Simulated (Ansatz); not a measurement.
Rows from a G0W0 calculation on BaNaLaWO6 (F-43m) (Ansatz 0.2.0; G0W0 on PBE with a share 0.1 of exact exchange, plane waves, PAW; PAW set soft_1; 2×2×2 mesh, 674 empty bands, screening to 150 eV, PAW set soft_1 files), in eV. Spin-orbit coupling is left out.

```
row      Σx     Σc     Vxc     Z
  A  -12.12  -4.38  -16.96  0.81
  B  -26.35   4.11  -21.98  0.76
  C  -25.62   4.32  -21.06  0.74
  D  -16.38  -4.47  -21.56  0.77
  E  -25.55   4.31  -20.99  0.74
  F  -12.47  -4.25  -17.21  0.80
```

**Question.** Which rows are filled states and which are empty ones, and how can one tell?

Filled: B, C and E. Empty: A, D and F. The sign of Σc tells: for a filled state bare exchange, which holds its interaction with itself, lies below Vxc (Σx − Vxc is -4.4 eV or lower here) and screening gives part back as a positive Σc. For an empty state Σx lies above Vxc (+4.7 eV or more) and the Coulomb hole leaves Σc negative.

[Paths, hosts, dates, memory and timing lines, banners, echoed tables and standing remarks are left out of the program output.]

[Logs are printed without paths, hosts, clocks, repeated set-up lines and the standing remarks that a program may print on its own settings, such as how far it seeks lower states.]

[Runs of the session that timed out or met a known fault of the program may be left out.]

[Cells called generated may have been cut or substituted from an entry of the Crystallography Open Database or the Materials Project.]

[Hosts, paths, dates, database ids (printed as entryN), source tags and the programs' standing remarks are cut or masked in the printed files.]
